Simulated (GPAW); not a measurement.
# Ti K-edge XANES of TiHg (P4/mmm)

Aim: the near-edge shape at the Ti K edge of TiHg (P4/mmm), and what the core hole does to it.

Method: X-ray absorption from dipole matrix elements to empty bands, plane-wave PAW LDA, without spin-orbit coupling, in GPAW 26.7.0.

This is a report of a sequence of runs, with most program output left out.

## Step 1: The structure

Symmetry: P4/mmm, No. 123, tetragonal system. The conventional cell has a = 3.009 Å, b = 3.009 Å, c = 4.041 Å, α = 90.00°, β = 90.00°, γ = 90.00°. Nearest to Hg lie 8 Ti at 2.93 Å and 4 Hg at 3.01 Å. Nearest to Ti lie 8 Hg at 2.93 Å and 4 Ti at 3.01 Å. Farther neighbours are not listed.

As a file:

```
Hg Ti
1.0
     3.00900    0.00000    0.00000
     0.00000    3.00900    0.00000
     0.00000    0.00000    4.04100
Hg Ti
1 1
Cartesian
  0.0000 0.0000 0.0000
  1.5045 1.5045 2.0205
```

## Step 2: The field without a hole

A plain self-consistent run shows whether there is a gap, which decides the set-up of the core-hole run.

scf.py

```python
import numpy as np
from ase import Atoms
from ase.parallel import parprint, paropen
from gpaw import GPAW, PW, FermiDirac, Mixer, MixerDif, setup_paths
from gpaw.test import gen
setup_paths.insert(0, '.')
gen('Ti', name='nch1s', xcname='LDA', corehole=(1, 0, 0), write_xml=True)
from gpaw.mpi import world
world.barrier()

atoms = Atoms('HgTi',
    cell=[[3.009, 0, 0],
     [0, 3.009, 0],
     [0, 0, 4.041]],
    scaled_positions=[[0, 0, 0],
     [0.5, 0.5, 0.5]],
    pbc=True)
atoms.calc = calc = GPAW(legacy_gpaw=True, mode=PW(430, force_complex_dtype=True), xc='LDA', setups={1: 'nch1s'},
    kpts={'size': (8, 8, 6), 'gamma': True}, occupations=FermiDirac(0.05),
    charge=0, mixer=Mixer(0.1, 5, 50), maxiter=150,
    convergence={'density': 0.0001, 'eigenstates': 1e-6}, txt='scf.txt')
energy = atoms.get_potential_energy() + calc.get_reference_energy()
ef = calc.get_fermi_level()
out = dict(energy=energy, fermi=ef, forces=atoms.get_forces().tolist())
parprint(f'all-electron energy {energy:.4f} eV, Fermi level {ef:.4f} eV')
ev = np.array([[calc.get_eigenvalues(k, s) for k in range(len(calc.get_ibz_k_points()))] for s in range(calc.get_number_of_spins())])
out['homo'], out['lumo'], out['counts'] = ev[ev < ef].max(), ev[ev > ef].min(), sorted(set((ev < ef).sum((0, 2)).tolist()))
out['filled'] = (ev[:, 0] < ef).sum(1).tolist()
import json
with paropen('out.json', 'w') as f:
    json.dump(out, f)
```

Started as:

```sh
$ OMP_NUM_THREADS=1 mpirun -n 4 gpaw python scf.py
```

Elapsed: 6.6 s, on 4 MPI ranks of Intel Xeon Platinum 8488C (Sapphire Rapids), shared host; peak memory 0.16 GiB; 25 s of CPU time.

The mesh shows no gap, so the system is treated as a metal and the core electron is put at the Fermi level (neutral cell).

## Step 3: Spectrum without a core hole, Ti atom 2

Without a hole the spectrum is the empty density of states of the right symmetry on the absorber, weighted by matrix elements. It needs only the small cell and serves as the baseline. The data set with a hole of occupation 0 only carries the core orbital.

The absorber has 8 Hg at 2.93 Å and 4 Ti at 3.01 Å (distorted cuboctahedral, site symmetry 4/mmm).

xas.py

```python
import numpy as np
from ase import Atoms
from ase.parallel import parprint, paropen
from gpaw import GPAW, PW, FermiDirac, Mixer, MixerDif, setup_paths
from gpaw.test import gen
setup_paths.insert(0, '.')
gen('Ti', name='nch1s', xcname='LDA', corehole=(1, 0, 0), write_xml=True)
from gpaw.mpi import world
world.barrier()

atoms = Atoms('HgTi',
    cell=[[3.009, 0, 0],
     [0, 3.009, 0],
     [0, 0, 4.041]],
    scaled_positions=[[0, 0, 0],
     [0.5, 0.5, 0.5]],
    pbc=True)
atoms.calc = calc = GPAW(legacy_gpaw=True, mode=PW(430, force_complex_dtype=True), xc='LDA', setups={1: 'nch1s'},
    kpts={'size': (11, 11, 8), 'gamma': True}, occupations=FermiDirac(0.1),
    charge=0, mixer=Mixer(0.1, 5, 50), maxiter=150,
    convergence={'density': 0.0001, 'eigenstates': 1e-6}, txt='scf.txt')
energy = atoms.get_potential_energy() + calc.get_reference_energy()
ef = calc.get_fermi_level()
out = dict(energy=energy, fermi=ef, forces=atoms.get_forces().tolist())
parprint(f'all-electron energy {energy:.4f} eV, Fermi level {ef:.4f} eV')
ev = np.array([[calc.get_eigenvalues(k, s) for k in range(len(calc.get_ibz_k_points()))] for s in range(calc.get_number_of_spins())])
out['homo'], out['lumo'], out['counts'] = ev[ev < ef].max(), ev[ev > ef].min(), sorted(set((ev < ef).sum((0, 2)).tolist()))
out['filled'] = (ev[:, 0] < ef).sum(1).tolist()

from ase.units import Ha
from gpaw.xas import dipole_matrix_elements
nb = int(calc.get_number_of_electrons() / 2) + 30
top = nb
nscf = calc.fixed_density(kpts={'size': (9, 9, 6), 'gamma': True},
    convergence={'eigenstates': 1.0}, txt='nscf.txt')
nscf.diagonalize_full_hamiltonian(nbands=nb)
cell = atoms.cell.array
ops = [cell.T @ U.T @ np.linalg.inv(cell.T) for U in nscf.wfs.kd.symmetry.op_scc]
E = np.arange(-25, 34, 0.1)
fwhm = np.interp(E, [4, 25], [0.94, 3.5])
Y, X, zero, highest = 0, 0, 1e9, 1e9
for spin in range(nscf.get_number_of_spins()):
    wfs = nscf.wfs
    mine = wfs.bd.get_slice()  # this rank's bands
    A = dipole_matrix_elements(wfs.setups[1])
    eps = np.zeros((wfs.kd.nibzkpts, nb))
    d = np.zeros((3, A.shape[1], wfs.kd.nibzkpts, nb), complex)
    for kpt in wfs.kpt_u:
        if kpt.s == spin and 1 in kpt.P_ani:
            eps[kpt.k, mine] = kpt.eps_n * Ha
            d[:, :, kpt.k, mine] = (kpt.weight * wfs.nspins / 2) ** 0.5 * np.inner(A, kpt.P_ani[1])
    world.sum(eps)
    world.sum(d)
    T = np.einsum('amkn,bmkn->abkn', d, d.conj()).real
    T = sum(np.einsum('ai,ijkn,bj->abkn', R, T, R) for R in ops) / len(ops)
    empty = eps > ef
    zero, highest = min(zero, eps[empty].min()), min(highest, eps[:, top - 1].min())
    lines = [(eps, T, empty)] if spin == 0 else lines + [(eps, T, empty)]
for eps, T, empty in lines:
    f = np.einsum('aakn->akn', T).reshape(3, -1)
    x = eps.ravel() - zero
    w = np.interp(x, E, fwhm) / 2.35482
    g = np.exp(-0.5 * ((E[:, None] - x) / w) ** 2) / (w * (2 * np.pi) ** 0.5)
    Y = Y + (f * empty.ravel()) @ g.T
    X = X + (f * ~empty.ravel()) @ g.T
out.update(E=E.round(2).tolist(), xas=Y.tolist(), xes=X.tolist(), zero=zero, valid=highest - zero, nk=len(eps), nb=nb)
for i in range(0, len(E), 10):
    parprint(f'{E[i]:7.2f}', *(f'{v:10.3e}' for v in Y[:, i]))
import json
with paropen('out.json', 'w') as f:
    json.dump(out, f)
```

Started as:

```sh
$ OMP_NUM_THREADS=1 mpirun -n 4 gpaw python xas.py
```

The job ended after 19 s (4 MPI ranks; peak memory 0.25 GiB).

The Ti K spectrum, Ti atom 2, no core hole (energy from the lowest empty level; intensity scaled to a mean of 1 over the first 20 eV; polarised curves are means over the symmetry-equivalent atoms):

```tsv
E (eV)	isotropic	ε ⊥ c	ε ∥ c
-2.0	0.00	0.00	0.00
-1.4	0.00	0.00	0.00
-0.8	0.01	0.02	0.01
-0.2	0.16	0.20	0.08
0.4	0.37	0.44	0.23
1.0	0.35	0.44	0.18
1.6	0.46	0.59	0.21
2.2	0.47	0.50	0.41
2.8	0.42	0.31	0.63
3.4	0.52	0.41	0.74
4.0	0.64	0.65	0.63
4.6	0.63	0.55	0.77
5.2	0.54	0.51	0.60
5.8	0.59	0.59	0.57
6.4	0.72	0.64	0.87
7.0	0.79	0.72	0.92
7.6	0.98	0.99	0.96
8.2	1.14	1.13	1.15
8.8	1.11	1.13	1.08
9.4	1.23	1.29	1.13
10.0	1.45	1.45	1.46
10.6	1.57	1.48	1.74
11.2	1.54	1.45	1.72
11.8	1.45	1.39	1.59
12.4	1.39	1.31	1.53
13.0	1.31	1.23	1.47
13.6	1.19	1.14	1.29
14.2	1.07	1.06	1.07
14.8	1.03	1.07	0.96
15.4	1.13	1.19	1.01
16.0	1.33	1.40	1.21
16.6	1.52	1.55	1.45
17.2	1.56	1.55	1.58
17.8	1.43	1.37	1.53
18.4	1.20	1.15	1.31
19.0	1.02	0.99	1.08
19.6	0.93	0.94	0.91
20.2	0.90	0.93	0.84
20.8	0.86	0.90	0.80
21.4	0.81	0.83	0.76
22.0	0.74	0.75	0.71
22.6	0.68	0.69	0.66
23.2	0.64	0.65	0.62
23.8	0.62	0.63	0.61
24.4	0.62	0.62	0.60
25.0	0.62	0.62	0.61
25.6	0.63	0.64	0.63
26.2	0.65	0.66	0.64
26.8	0.67	0.69	0.64
27.4	0.69	0.72	0.65
28.0	0.71	0.74	0.66
28.6	0.74	0.76	0.68
29.2	0.77	0.79	0.73
29.8	0.82	0.83	0.79
30.4	0.87	0.87	0.85
31.0	0.92	0.92	0.91
31.6	0.97	0.97	0.96
```

Main maxima below 30 eV (height): 1.9 eV (0.49), 4.2 eV (0.66), 8.3 eV (1.14), 10.8 eV (1.57) and 17.0 eV (1.57). A K edge sees empty p states. The weak features of the first eV are p character mixed into the empty d bands; the main 4p edge lies above them.

The same matrix elements for filled bands give the Ti K emission of Ti atom 2 (ground-state approximation; energy from the lowest empty level, largest value 1):

```tsv
E (eV)	emission
-24.00	0.00
-23.25	0.00
-22.50	0.00
-21.75	0.00
-21.00	0.00
-20.25	0.00
-19.50	0.00
-18.75	0.00
-18.00	0.00
-17.25	0.00
-16.50	0.00
-15.75	0.00
-15.00	0.00
-14.25	0.00
-13.50	0.00
-12.75	0.00
-12.00	0.00
-11.25	0.00
-10.50	0.00
-9.75	0.00
-9.00	0.09
-8.25	0.45
-7.50	0.66
-6.75	0.36
-6.00	0.26
-5.25	0.19
-4.50	0.21
-3.75	0.25
-3.00	0.24
-2.25	0.45
-1.50	0.84
-0.75	0.95
0.00	0.53
0.75	0.04
1.50	0.00
2.25	0.00
3.00	0.00
```

Emission maxima: -7.6 eV (0.68) and -1.0 eV (1.00).

## Step 4: Reference energy of the supercell

The photon energy needs a difference of total energies, so the cell and mesh of the coming hole run are first run without a hole.

scf.py, as its differences from that of step 2:

```diff
@@ -10,11 +10,17 @@
 
-atoms = Atoms('HgTi',
-    cell=[[3.009, 0, 0],
-     [0, 3.009, 0],
-     [0, 0, 4.041]],
+atoms = Atoms('Hg4Ti4',
+    cell=[[3.009, 3.009, 4.041],
+     [-3.009, 3.009, -4.041],
+     [-3.009, -3.009, 4.041]],
     scaled_positions=[[0, 0, 0],
-     [0.5, 0.5, 0.5]],
+     [0, 0.5, 0.5],
+     [0.5, 0, 0.5],
+     [0.5, 0.5, 0],
+     [0.5, 0, 0],
+     [0.5, 0.5, 0.5],
+     [0, 0, 0.5],
+     [0, 0.5, 0]],
     pbc=True)
-atoms.calc = calc = GPAW(legacy_gpaw=True, mode=PW(430, force_complex_dtype=True), xc='LDA', setups={1: 'nch1s'},
-    kpts={'size': (8, 8, 6), 'gamma': True}, occupations=FermiDirac(0.05),
+atoms.calc = calc = GPAW(legacy_gpaw=True, mode=PW(430, force_complex_dtype=True), xc='LDA', setups={4: 'nch1s'},
+    kpts={'size': (6, 6, 6), 'gamma': True}, occupations=FermiDirac(0.1),
     charge=0, mixer=Mixer(0.1, 5, 50), maxiter=150,
```

Started as:

```sh
$ OMP_NUM_THREADS=1 mpirun -n 4 gpaw python scf.py
```

Run time: 97 s. Hardware: 4 MPI ranks; peak memory 0.35 GiB.

Reference energy: -2224193.395 eV with the cores included.

## Step 5: Spectrum with XCH, Ti atom 2

The holes are 5.9 Å apart. In GPAW the data set carries the hole's charge, so charge=0 means a charged cell and charge=-1 a neutral one. The excited electron is kept in the cell, where it fills the lowest empty states and screens the hole. After the field has converged, empty bands are computed with the density fixed and the dipole matrix elements are summed.

xas.py, as its differences from that of step 3:

```diff
@@ -6,3 +6,3 @@
 setup_paths.insert(0, '.')
-gen('Ti', name='nch1s', xcname='LDA', corehole=(1, 0, 0), write_xml=True)
+gen('Ti', name='fch1s', xcname='LDA', corehole=(1, 0, 1), write_xml=True)
 from gpaw.mpi import world
@@ -10,12 +10,18 @@
 
-atoms = Atoms('HgTi',
-    cell=[[3.009, 0, 0],
-     [0, 3.009, 0],
-     [0, 0, 4.041]],
+atoms = Atoms('Hg4Ti4',
+    cell=[[3.009, 3.009, 4.041],
+     [-3.009, 3.009, -4.041],
+     [-3.009, -3.009, 4.041]],
     scaled_positions=[[0, 0, 0],
-     [0.5, 0.5, 0.5]],
+     [0, 0.5, 0.5],
+     [0.5, 0, 0.5],
+     [0.5, 0.5, 0],
+     [0.5, 0, 0],
+     [0.5, 0.5, 0.5],
+     [0, 0, 0.5],
+     [0, 0.5, 0]],
     pbc=True)
-atoms.calc = calc = GPAW(legacy_gpaw=True, mode=PW(430, force_complex_dtype=True), xc='LDA', setups={1: 'nch1s'},
-    kpts={'size': (11, 11, 8), 'gamma': True}, occupations=FermiDirac(0.1),
-    charge=0, mixer=Mixer(0.1, 5, 50), maxiter=150,
+atoms.calc = calc = GPAW(legacy_gpaw=True, mode=PW(430, force_complex_dtype=True), xc='LDA', setups={4: 'fch1s'},
+    kpts={'size': (6, 6, 6), 'gamma': True}, occupations=FermiDirac(0.1),
+    charge=-1, mixer=Mixer(0.1, 5, 50), maxiter=150,
     convergence={'density': 0.0001, 'eigenstates': 1e-6}, txt='scf.txt')
@@ -31,10 +37,9 @@
 from gpaw.xas import dipole_matrix_elements
-nb = int(calc.get_number_of_electrons() / 2) + 30
-top = nb
-nscf = calc.fixed_density(kpts={'size': (9, 9, 6), 'gamma': True},
-    convergence={'eigenstates': 1.0}, txt='nscf.txt')
-nscf.diagonalize_full_hamiltonian(nbands=nb)
+nb = int(calc.get_number_of_electrons() / 2) + 110
+top, nb = nb, nb + 8 + nb // 12
+nscf = calc.fixed_density(kpts={'size': (6, 6, 6), 'gamma': True}, nbands=nb,
+    convergence={'bands': top, 'eigenstates': 5e-3}, maxiter=60, txt='nscf.txt')
 cell = atoms.cell.array
 ops = [cell.T @ U.T @ np.linalg.inv(cell.T) for U in nscf.wfs.kd.symmetry.op_scc]
-E = np.arange(-25, 34, 0.1)
+E = np.arange(-6, 34, 0.1)
 fwhm = np.interp(E, [4, 25], [0.94, 3.5])
@@ -44,3 +49,3 @@
     mine = wfs.bd.get_slice()  # this rank's bands
-    A = dipole_matrix_elements(wfs.setups[1])
+    A = dipole_matrix_elements(wfs.setups[4])
     eps = np.zeros((wfs.kd.nibzkpts, nb))
@@ -48,5 +53,5 @@
     for kpt in wfs.kpt_u:
-        if kpt.s == spin and 1 in kpt.P_ani:
+        if kpt.s == spin and 4 in kpt.P_ani:
             eps[kpt.k, mine] = kpt.eps_n * Ha
-            d[:, :, kpt.k, mine] = (kpt.weight * wfs.nspins / 2) ** 0.5 * np.inner(A, kpt.P_ani[1])
+            d[:, :, kpt.k, mine] = (kpt.weight * wfs.nspins / 2) ** 0.5 * np.inner(A, kpt.P_ani[4])
     world.sum(eps)
```

Started as:

```sh
$ OMP_NUM_THREADS=1 mpirun -n 4 gpaw python xas.py
```

It took 4.8 min on 4 MPI ranks; peak memory 0.63 GiB.

The Ti K spectrum, Ti atom 2, excited-electron core hole (neutral cell) (energy from the lowest empty level; intensity scaled to a mean of 1 over the first 20 eV; polarised curves are means over the symmetry-equivalent atoms):

```tsv
E (eV)	isotropic	ε ⊥ c	ε ∥ c
-2.0	0.00	0.00	0.00
-1.5	0.00	0.00	0.00
-1.0	0.00	0.00	0.00
-0.5	0.04	0.06	0.01
0.0	0.18	0.23	0.07
0.5	0.30	0.38	0.14
1.0	0.37	0.48	0.14
1.5	0.43	0.55	0.20
2.0	0.47	0.51	0.40
2.5	0.46	0.38	0.62
3.0	0.49	0.36	0.75
3.5	0.59	0.51	0.76
4.0	0.59	0.59	0.60
4.5	0.62	0.59	0.67
5.0	0.54	0.50	0.61
5.5	0.51	0.48	0.57
6.0	0.62	0.57	0.71
6.5	0.77	0.73	0.86
7.0	0.87	0.85	0.91
7.5	0.96	0.94	1.01
8.0	1.07	1.05	1.12
8.5	1.17	1.17	1.18
9.0	1.28	1.31	1.22
9.5	1.38	1.42	1.29
10.0	1.46	1.46	1.44
10.5	1.53	1.47	1.65
11.0	1.59	1.48	1.81
11.5	1.58	1.46	1.82
12.0	1.50	1.40	1.70
12.5	1.39	1.33	1.52
13.0	1.27	1.24	1.35
13.5	1.16	1.14	1.19
14.0	1.06	1.06	1.07
14.5	1.03	1.05	1.00
15.0	1.09	1.12	1.01
15.5	1.21	1.26	1.10
16.0	1.36	1.41	1.25
16.5	1.47	1.51	1.40
17.0	1.49	1.49	1.48
17.5	1.41	1.38	1.46
18.0	1.26	1.22	1.34
18.5	1.11	1.07	1.19
19.0	0.99	0.97	1.04
19.5	0.92	0.91	0.92
20.0	0.87	0.89	0.84
20.5	0.84	0.87	0.78
21.0	0.80	0.83	0.74
21.5	0.76	0.79	0.70
22.0	0.71	0.73	0.66
22.5	0.67	0.69	0.63
23.0	0.64	0.65	0.62
23.5	0.62	0.63	0.61
24.0	0.61	0.61	0.60
24.5	0.61	0.61	0.61
25.0	0.62	0.62	0.61
25.5	0.63	0.64	0.62
26.0	0.65	0.66	0.63
26.5	0.67	0.69	0.64
27.0	0.69	0.72	0.65
27.5	0.72	0.74	0.66
28.0	0.74	0.77	0.68
28.5	0.77	0.79	0.71
29.0	0.80	0.82	0.76
29.5	0.84	0.86	0.82
30.0	0.89	0.90	0.88
30.5	0.94	0.94	0.93
31.0	0.98	0.99	0.98
31.5	1.02	1.03	1.02
32.0	1.06	1.06	1.05
```

Main maxima below 30 eV (height): 4.4 eV (0.62), 11.2 eV (1.59) and 16.8 eV (1.50). 

The total-energy difference is 4969.82 eV. One term is added: -22.68 eV, since the hole is spin-paired here and a spin-polarised one costs that much less in the free atom (computed apart). The photon energy is then 4947.14 eV. The tabulated edge of the element is 4966 eV. The functional leaves an error in such absolute values: in the free atom LDA prices this hole 13.2 eV below PBE (computed apart), and PBE is itself good to a few eV.

## Step 6: With and without the hole

Both curves are counted from their own zero, so only the shift of weight within the empty states shows.

```tsv
E (eV)	no hole	XCH
-2.0	0.00	0.00
-1.0	0.00	0.00
0.0	0.25	0.18
1.0	0.35	0.37
2.0	0.49	0.47
3.0	0.43	0.49
4.0	0.64	0.59
5.0	0.56	0.54
6.0	0.62	0.62
7.0	0.79	0.87
8.0	1.12	1.07
9.0	1.13	1.28
10.0	1.45	1.46
11.0	1.56	1.59
12.0	1.43	1.50
13.0	1.31	1.27
14.0	1.10	1.06
15.0	1.05	1.09
16.0	1.33	1.36
17.0	1.57	1.49
18.0	1.35	1.26
19.0	1.02	0.99
20.0	0.90	0.87
21.0	0.85	0.80
22.0	0.74	0.71
23.0	0.65	0.64
24.0	0.62	0.61
25.0	0.62	0.62
26.0	0.65	0.65
27.0	0.68	0.69
28.0	0.71	0.74
29.0	0.76	0.80
30.0	0.83	0.89
31.0	0.92	0.98
32.0	1.00	1.06
```

With each curve scaled to its own mean, the area from −2 to 6 eV with the hole is 2.9 against 3.0, and the centre of weight from −1 to 20 eV moves by -0.0 eV (first and strongest maxima below 20 eV: 1.9 eV (0.49), 4.2 eV (0.66), 8.3 eV (1.14), 10.8 eV (1.57) and 17.0 eV (1.57) without the hole, 4.4 eV (0.62), 11.2 eV (1.59) and 16.8 eV (1.50) with it), a small effect on these measures.

## Step 7: Results

```json
{
  "absorber and edge": "Ti K, atom 2 of the ground-state input (counted from 1)",
  "surroundings": "8 Hg at 2.93 Å and 4 Ti at 3.01 Å (distorted cuboctahedral, site symmetry 4/mmm)",
  "highest intensity below 24 eV": "11.2 eV above the zero, height 1.59",
  "photon energy of the zero, with the added terms": "4947.1 eV (raw 4969.8 eV; LDA puts this hole about 13 eV below PBE, itself good to a few eV)"
}
```

What this shows: The Ti K edge of atom 2, with 8 Hg at 2.93 Å and 4 Ti at 3.01 Å (distorted cuboctahedral, site symmetry 4/mmm), has its highest intensity of the first 24 eV at 11.2 eV above the zero, near 4958 eV in photon energy (LDA puts this hole about 13 eV below PBE, itself good to a few eV), 1.6 times the mean level of the first 20 eV (Gaussian full width 0.94 eV up to 4 eV, rising linearly to 3.5 eV at 25 eV). With each curve scaled to its own mean, the area from −2 to 6 eV with the hole is 2.9 against 3.0, and the centre of weight from −1 to 20 eV moves by -0.0 eV (first and strongest maxima below 20 eV: 1.9 eV (0.49), 4.2 eV (0.66), 8.3 eV (1.14), 10.8 eV (1.57) and 17.0 eV (1.57) without the hole, 4.4 eV (0.62), 11.2 eV (1.59) and 16.8 eV (1.50) with it), a small effect on these measures. At the Ti K edge of atom 2 polarisation matters most near 3.0 eV, where the curves differ by 0.4 on this scale. The strongest dipole feature below the main edge lies at 4.4 eV (height 0.62); the site has an inversion centre, so it comes from p states mixed with the neighbours' empty states, not from local p–d mixing. Quadrupole 1s→3d transitions, which feed the pre-edge, are not in the dipole spectrum. The holes are only 5.9 Å apart, so the shape is probably not converged with cell size; no larger cell was run here. The mesh is coarse (0.25 Å⁻¹ between points), so small maxima may be mesh ripples. The structure is a published determination, not relaxed.

[Logs are printed without paths, hosts, clocks, repeated set-up lines and the standing remarks that a program may print on its own settings, such as how far it seeks lower states.]

[Hosts, paths, dates, database ids (printed as entryN), source tags and the programs' standing remarks are cut or masked in the printed files.]

[Lists of maxima count a maximum above −3 eV only where it reaches 4 % of the highest in the window and stands out from its surroundings by 2 % of it (1.5 % where it reaches 55 %); shoulders and weaker maxima are passed over, and of the rest the first, up to two pre-edge ones and the few strongest are named.]
